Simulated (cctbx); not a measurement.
**Resonant diffraction in AlMoCl3F2**

Space group Immm (no. 71), a = 4.4650 Å, b = 7.8940 Å, c = 9.3960 Å, α = 90.00°, β = 90.00°, γ = 90.00°.

```csv
atom,mult.,x,y,z,Ueq (Å²)
Mo1,2,0,0,0,0.0084
Cl1,2,0,1/2,0,0.0109
Cl2,4,1/2,0.2304,0,0.0109
Al1,2,1/2,1/2,0,0.0113
F1,4,1/2,1/2,0.2181,0.0137
```

The model was made for the exercise: a known structure type with other elements put in, its volume estimated, not relaxed; displacement parameters are assumed.

Calculated with cctbx: free-atom f′ and f″ from the Sasaki tables, no fine structure; amplitudes in electrons.

| E (eV) | F 0 3 1 | F 1 0 1 | F 1 0 3 | F 0 2 0 |
| --- | --- | --- | --- | --- |
| 19400 | 4.7 | 11.8 | 32.3 | 92.8 |
| 19750 | 6.2 | 10.2 | 30.8 | 91.3 |
| 19880 | 7.5 | 8.9 | 29.5 | 89.9 |
| 19940 | 8.8 | 7.6 | 28.2 | 88.6 |
| 19970 | 10.2 | 6.2 | 26.8 | 87.2 |
| 19985 | 11.5 | 4.9 | 25.5 | 85.9 |
| 19992 | 12.6 | 3.8 | 24.4 | 84.7 |
| 19996 | 13.9 | 2.5 | 23.1 | 83.4 |
| 20004 | 16.0 | 7.2 | 23.5 | 83.1 |
| 20008 | 14.6 | 7.7 | 25.0 | 84.6 |
| 20015 | 13.4 | 8.4 | 26.3 | 86.0 |
| 20030 | 12.2 | 9.3 | 27.7 | 87.5 |
| 20060 | 11.0 | 10.3 | 29.0 | 88.9 |
| 20150 | 9.6 | 11.7 | 30.8 | 90.8 |
| 20400 | 8.1 | 13.4 | 32.8 | 92.8 |

**Question.** Which edge is crossed, and why do the reflections move as they do?

The K edge of Mo. The edge is at 20000 eV. f′ of Mo falls from -4.6 e at 19880 eV to -7.8 e at 4 eV below it, and f″ steps from 0.54 to 3.69 e across it. Over that approach |F| changes by +85 % (0 3 1), -72 % (1 0 1), -22 % (1 0 3) and -7 % (0 2 0): a reflection falls where Mo scatters in phase with the total and rises where it scatters against it; it hardly moves where the Mo term is small or cancels by symmetry. Above the edge the larger f″ enters the imaginary part, where it can add to or cancel the other atoms' f″. The structure is centrosymmetric, so Friedel mates stay equal.

[Logs are printed without paths, hosts, clocks, repeated set-up lines and the standing remarks that a program may print on its own settings, such as how far it seeks lower states.]
